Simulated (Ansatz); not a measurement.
# Ba on Cu(111): change of the work function, part 2 of 2

How does Ba on the fcc site change the work function of Cu(111) as the layer fills?

Ansatz 0.2.0; plane-wave DFT, RPBE, Ansatz PAW (the session's first sound run).

So far, work function, upper face (eV): step 2 (the clean slab) 4.67; step 3 (37 atoms, coverage 0.111 ML, cell 3x3) 1.65; step 4 (17 atoms, coverage 0.25 ML, cell 2x2) 2.48.

**6. The 0.25 ML cell at another level of theory, cutoff 420 eV, functional PBE**

This step: plane-wave DFT, PBE, Ansatz PAW (Ansatz 0.2.0).

The geometry is kept and the functional is PBE.

Input file input.yaml:

```yaml
crystal:
  lattice:
    - [5.1053109602, 0.0, 0.0]
    - [2.5526554801, 4.4213289858, 0.0]
    - [0.0, 0.0, 27.6780876454]
  atoms:
    - { symbol: Cu, position: [0.0, 0.0, 0.3251669738] }
    - { symbol: Cu, position: [0.1666666667, 0.1666666667, 0.4004696645] }
    - { symbol: Cu, position: [0.3342877602, 0.3342877602, 0.4776700113] }
    - { symbol: Cu, position: [-0.0017846926, -0.0017846926, 0.5533738789] }
    - { symbol: Cu, position: [0.0, 0.5, 0.3251669738] }
    - { symbol: Cu, position: [0.1666666667, 0.6666666667, 0.4004696645] }
    - { symbol: Cu, position: [0.3342877602, 0.8314244796, 0.4776700113] }
    - { symbol: Cu, position: [-0.0017846926, 0.5035693852, 0.5533738789] }
    - { symbol: Cu, position: [0.5, 0.0, 0.3251669738] }
    - { symbol: Cu, position: [0.6666666667, 0.1666666667, 0.4004696645] }
    - { symbol: Cu, position: [0.8314244796, 0.3342877602, 0.4776700113] }
    - { symbol: Cu, position: [0.5035693852, -0.0017846926, 0.5533738789] }
    - { symbol: Cu, position: [0.5, 0.5, 0.3251669738] }
    - { symbol: Cu, position: [0.6666666667, 0.6666666667, 0.4004696645] }
    - { symbol: Cu, position: [0.8333333333, 0.8333333333, 0.4758551705] }
    - { symbol: Cu, position: [0.5, 0.5, 0.5611603706] }
    - { symbol: Ba, position: [0.1666666667, 0.1666666667, 0.6528961409] }
kpoints:
  mp_grid: { grid: [7, 7, 1] }
hamiltonian:
  xc: pbe
scf:
  occupations: { method: fermi_dirac, width: 0.1 }
  convergence: { dr2_threshold: 1.0e-08 }
efield:
  axis: 3
  dipole_correction: true
  ramp_position: 0.97
  ramp_width: 0.06
output:
  write_potential: true
  write_density: true
  volumetric_format: npy
```

Launch:

```sh
> ansatz run input.yaml --threads 4 --pin off --max-ram 12288MiB --backend cpu --events-out ev --progress --plain --runs-dir out
```

The job ended after 67 s (4 threads of Arm Neoverse V2, shared host; peak memory 2.8 GiB).

This step gave:

| Property | Result |
| --- | --- |
| energy at zero smearing | -111949.6676 eV |
| work function, upper face | 2.548 eV |
| work function, lower face | 4.785 eV |
| dipole along the normal | 0.2791 e·Å |
| step between the vacuum levels | -2.238 eV |

The work function comes to 2.55 eV, +0.06 eV from the first level.

**7. The 0.25 ML cell at another level of theory, cutoff 1251.72 eV, functional PBE**

This step: plane-wave DFT, PBE, norm-conserving (Ansatz 0.2.0).

The geometry is kept and the functional is PBE; other changes against the main runs: norm-conserving files and cutoff 420 → 1251.72.

input.yaml: that of step 6 with these lines changed.

```diff
@@ -27,2 +27,3 @@
   xc: pbe
+  pseudopotentials: { kind: nc }
 scf:
```

Elapsed: 4.3 min, on 4 threads; peak memory 9.6 GiB; 16 min of CPU time.

Numbers from this step:

```yaml
energy_at_zero_smearing: -83377.1821 eV
work_function_lower_face: 4.788 eV
dipole_along_the_normal: 0.2795 e·Å
step_between_the_vacuum_levels: -2.241 eV
```

The work function comes to 2.55 eV, +0.06 eV from the first level.

**8. The 0.25 ML cell at another level of theory, cutoff 420 eV, functional revpbe**

This step: plane-wave DFT, revPBE, Ansatz PAW (Ansatz 0.2.0).

The geometry is kept and the functional is revPBE.

input.yaml: that of step 7 with these lines changed.

```diff
@@ -26,4 +26,3 @@
 hamiltonian:
-  xc: pbe
-  pseudopotentials: { kind: nc }
+  xc: revpbe
 scf:
```

It took 76 s on 4 threads; peak memory 2.7 GiB.

The work function comes to 2.48 eV, -0.00 eV from the first level.

**9. The series together**

Times are for 4 threads of Arm Neoverse V2, shared host. Results by setting:

```tsv
no.	functional	work function, upper face (eV)	dipole along the normal (e·Å)	time	memory (GiB)
1	pbe	2.548	0.2791	67 s	2.8
2	pbe	2.548	0.2795	4.3 min	9.6
3	revpbe	2.482	0.2689	76 s	2.7
```

**10. Varying the input: crystal.symmetry = {"detect": false}**

This step: plane-wave DFT, RPBE, Ansatz PAW (Ansatz 0.2.0).

A run with a changed input: it repeats the earlier run at 0.25 ML with crystal.symmetry to detect: false; its output block differs too.

Input file input.yaml:

```yaml
crystal:
  lattice:
    - [5.1053109602, 1.0e-10, 0.0]
    - [2.5526554801, 4.4213289858, 0.0]
    - [0.0, 0.0, 27.6780876454]
  atoms:
    - { symbol: Cu, position: [0.0, 0.0, 0.3251669738] }
    - { symbol: Cu, position: [0.1666666667, 0.1666666667, 0.4004696645] }
    - { symbol: Cu, position: [0.3333333333, 0.3333333333, 0.4776000559] }
    - { symbol: Cu, position: [0.0, 0.0, 0.5544443697] }
    - { symbol: Cu, position: [0.0, 0.5, 0.3251669738] }
    - { symbol: Cu, position: [0.1666666667, 0.6666666667, 0.4004696645] }
    - { symbol: Cu, position: [0.3333333333, 0.8333333333, 0.4776000559] }
    - { symbol: Cu, position: [0.0, 0.5, 0.5544443697] }
    - { symbol: Cu, position: [0.5, 0.0, 0.3251669738] }
    - { symbol: Cu, position: [0.6666666667, 0.1666666667, 0.4004696645] }
    - { symbol: Cu, position: [0.8333333333, 0.3333333333, 0.4776000559] }
    - { symbol: Cu, position: [0.5, 0.0, 0.5544443697] }
    - { symbol: Cu, position: [0.5, 0.5, 0.3251669738] }
    - { symbol: Cu, position: [0.6666666667, 0.6666666667, 0.4004696645] }
    - { symbol: Cu, position: [0.8333333333, 0.8333333333, 0.4776000559] }
    - { symbol: Cu, position: [0.5, 0.5, 0.5544443697] }
    - { symbol: Ba, position: [0.1666666667, 0.1666666667, 0.6748330262] }
  symmetry: { detect: false }
kpoints:
  mp_grid: { grid: [7, 7, 1] }
hamiltonian:
  xc: rpbe
scf:
  occupations: { method: fermi_dirac, width: 0.1 }
  convergence: { dr2_threshold: 1.0e-08 }
efield:
  axis: 3
  dipole_correction: true
  ramp_position: 0.97
  ramp_width: 0.06
relax:
  f_tol: 0.02
  max_steps: 60
  constraints: [{ sites: [0, 1, 4, 5, 8, 9, 12, 13] }]
output:
  bader: true
  dos: { projected: true, e_range: [-8, 4] }
  write_potential: true
  write_density: true
  volumetric_format: npy
```

The job ended after 19 min (4 threads; peak memory 4.2 GiB).

Relaxation path:

```tsv
step	energy less that of the first step (eV)	largest force component (eV/Å)
1	0.0000	0.7521
2	-0.0953	0.6882
3	-0.2309	0.4523
4	-0.2951	0.1081
5	-0.3077	0.0211
6	-0.3079	0.0029
```

The atoms that moved most (Å):

```tsv
atom	dx	dy	dz	length
Ba17	-0.007	0.007	-0.604	0.604
Cu16	0.000	0.000	0.185	0.185
Cu15	0.000	0.000	-0.048	0.048
Cu8	0.000	0.016	-0.031	0.035
Cu4	-0.014	-0.008	-0.030	0.034
Cu12	0.013	-0.008	-0.028	0.032
Cu7	0.000	-0.009	0.002	0.009
Cu11	-0.007	0.004	0.001	0.009
```

Final coordinates:

```xyz
17
Lattice="5.1053 0.0000 0.0000 2.5527 4.4213 0.0000 0.0000 0.0000 27.6781" Properties=species:S:1:pos:R:3
Cu    0.0000    0.0000    9.0000
Cu    1.2763    0.7369   11.0842
Cu    2.5600    1.4779   13.2209
Cu   -0.0139   -0.0078   15.3160
Cu    1.2763    2.2107    9.0000
Cu    2.5527    2.9476   11.0842
Cu    3.8290    3.6759   13.2211
Cu    1.2761    2.2266   15.3151
Cu    2.5527    0.0000    9.0000
Cu    3.8290    0.7369   11.0842
Cu    5.0979    1.4780   13.2205
Cu    2.5659   -0.0077   15.3178
Cu    3.8290    2.2107    9.0000
Cu    5.1053    2.9476   11.0842
Cu    6.3814    3.6845   13.1714
Cu    3.8287    2.2108   15.5305
Ba    1.2696    0.7443   18.0740
```

Numbers from this step:

| Quantity | Value |
| --- | --- |
| energy at zero smearing | -112042.8053 eV |
| work function, upper face | 2.485 eV |
| work function, lower face | 4.616 eV |
| dipole along the normal | 0.2658 e·Å |
| step between the vacuum levels | -2.131 eV |

The density of states has structure finer than the step of the table below, so its rows give means over 0.25 eV, whole bins alone (the curve runs from -8 to 1.98 eV). Peaks (eV: height): -2.950: 82.6, -2.710: 98.7, -2.380: 87.4, -2.020: 93.3, -1.800: 89.0, -1.620: 105, -1.560: 78.8.

Table of density of states by energy, zero at the Fermi level; means over each step:

```tsv
energy (eV)	density of states (states/eV a cell)
-7.75	1.09
-7.50	2.09
-7.25	2.10
-7.00	2.54
-6.75	2.62
-6.50	1.63
-6.25	1.33
-6.00	5.38
-5.75	3.86
-5.50	2.52
-5.25	7.46
-5.00	8.05
-4.75	13.9
-4.50	15.6
-4.25	27.0
-4.00	30.5
-3.75	32.4
-3.50	36.8
-3.25	45.6
-3.00	68.0
-2.75	71.4
-2.50	51.8
-2.25	54.7
-2.00	67.1
-1.75	72.8
-1.50	41.0
-1.25	6.58
-1.00	5.49
-0.75	7.93
-0.50	6.89
-0.25	7.93
0.00	2.57
0.25	12.9
0.50	6.18
0.75	7.62
1.00	8.13
1.25	7.11
1.50	6.56
1.75	6.28
```

Projected DOS per atom over height of the atomic layer and energy from the Fermi level. Layers: Cu4 Cu4 Cu4 Cu4 Ba from below.

Values in states/eV, 22 rows by 5 columns, each cell a mean:
```
0.15 0.17 0.11 0.13 0.21
0.20 0.22 0.21 0.12 0.07
0.14 0.16 0.15 0.12 0.08
0.34 0.28 0.26 0.33 0.66
0.20 0.19 0.23 0.20 0.59
0.37 0.31 0.33 0.37 0.58
0.35 0.31 0.33 0.36 0.41
2.17 1.93 1.64 1.20 0.20
5.09 4.10 4.29 4.26 0.14
3.62 2.80 3.36 3.96 0.26
4.94 3.59 3.41 4.68 0.16
2.37 2.91 3.10 3.55 0.08
1.74 2.10 2.05 2.19 0.01
1.27 2.42 2.19 1.43 0.01
0.67 1.41 1.28 0.72 0.03
0.40 0.60 0.56 0.40 0.04
0.18 0.19 0.20 0.19 0.02
0.23 0.28 0.28 0.25 0.03
0.07 0.12 0.12 0.08 0.01
0.11 0.18 0.17 0.12 0.01
0.10 0.16 0.16 0.11 0.01
0.04 0.11 0.10 0.04 0.00
```
Columns: height of the atomic layer (Å) from 9 to 18.1 (not evenly spaced); rows upwards: energy from the Fermi level (eV) from -7.96 to 1.95.

```tsv
quantity	this run	earlier run	difference
work function, upper face (eV)	2.485	2.483	0.0020
work function, lower face (eV)	4.616	4.616	-1.1e-4
dipole along the normal (e·Å)	0.2658	0.2661	-2.6e-4
```

Nothing in the table moves by 0.01 in its unit (for the dipole 0.5 % and 5e-5 e·Å). The run took 83 SCF cycles against 84.

**11. Varying the input**

System of this step: Cu(111). The cell holds 4 atoms: 4 Cu. Its edges and angles: a = 2.553 Å, b = 2.553 Å, c = 24.253 Å, α = 90.0°, β = 90.0°, γ = 60.0°. Vacuum lies along c.

An input spoilt on purpose, to show how the run answers: it repeats the earlier run at 0 ML with scf.occupations from method: fermi_dirac, width: 0.1 to method: gaussian, width: 1.0, and scf.max_iter set to 60.

Input file input.yaml:

```yaml
crystal:
  lattice:
    - [2.5526554801, 0.0, 0.0]
    - [1.27632774, 2.2106644929, 0.0]
    - [0.0, 0.0, 24.2527034153]
  atoms:
    - { symbol: Cu, position: [0.0, 0.0, 0.3710926508] }
    - { symbol: Cu, position: [0.3333333333, 0.3333333333, 0.4570308836] }
    - { symbol: Cu, position: [0.6666666667, 0.6666666667, 0.5429691164] }
    - { symbol: Cu, position: [0.0, 0.0, 0.6289073492] }
kpoints:
  mp_grid: { grid: [13, 13, 1] }
hamiltonian:
  xc: rpbe
scf:
  occupations: { method: gaussian, width: 1.0 }
  convergence: { dr2_threshold: 1.0e-08 }
  max_iter: 60
efield:
  axis: 3
  dipole_correction: true
  ramp_position: 0.97
  ramp_width: 0.06
relax:
  f_tol: 0.02
  max_steps: 60
  constraints: [{ sites: [0, 1] }]
output:
  write_potential: true
  write_density: true
  volumetric_format: npy
```

Elapsed: 13 s, on 4 threads; peak memory 0.48 GiB; 51 s of CPU time.

```tsv
quantity	this run	earlier run	difference
work function, upper face (eV)	4.731	4.669	0.062
work function, lower face (eV)	4.710	4.649	0.061
dipole along the normal (e·Å)	-6.62e-4	-6.40e-4	-2.2e-5
```

What moves beyond 0.01 in its unit (for the dipole 0.5 % and 5e-5 e·Å): work function, upper face (+0.0619 eV) and work function, lower face (+0.0612 eV).

The fault (a smearing of electronvolts) shows in the results, which are not taken further.

**12. Summary of results**

```yaml
work_function_of_the_clean_face: 4.67 eV
work_function_at_0p11_ml: 1.65 eV
work_function_at_0p25_ml: 2.48 eV
dipole_per_adsorbate_at_0p11_ml_positive_end_outwards: 4.11 D
```

Ba lowers the work function of Cu(111) at the lowest coverage, by 3.02 eV: the adsorbate layer has its positive end outwards. The slab has 4 layers, at the tabulated experimental lattice constant, one starting site was run, and quantum-size effects of a slab this thin can reach one or two tenths of an eV.

[Logs are printed without paths, hosts, clocks, repeated set-up lines and the standing remarks that a program may print on its own settings, such as how far it seeks lower states.]

[Hosts, paths, dates, database ids (printed as entryN), source tags and the programs' standing remarks are cut or masked in the printed files.]

[Maps of the electrostatic potential energy from Ansatz leave out the sawtooth potential of an applied field or a dipole correction, so their vacuum need not be flat; planar profiles and work functions include it.]

[The density of states shown here was stored with 400 of the rows of the run's finer table, so its peaks can read low, often by over a quarter, or be missed, and its means over a window can be off by a tenth or more.]
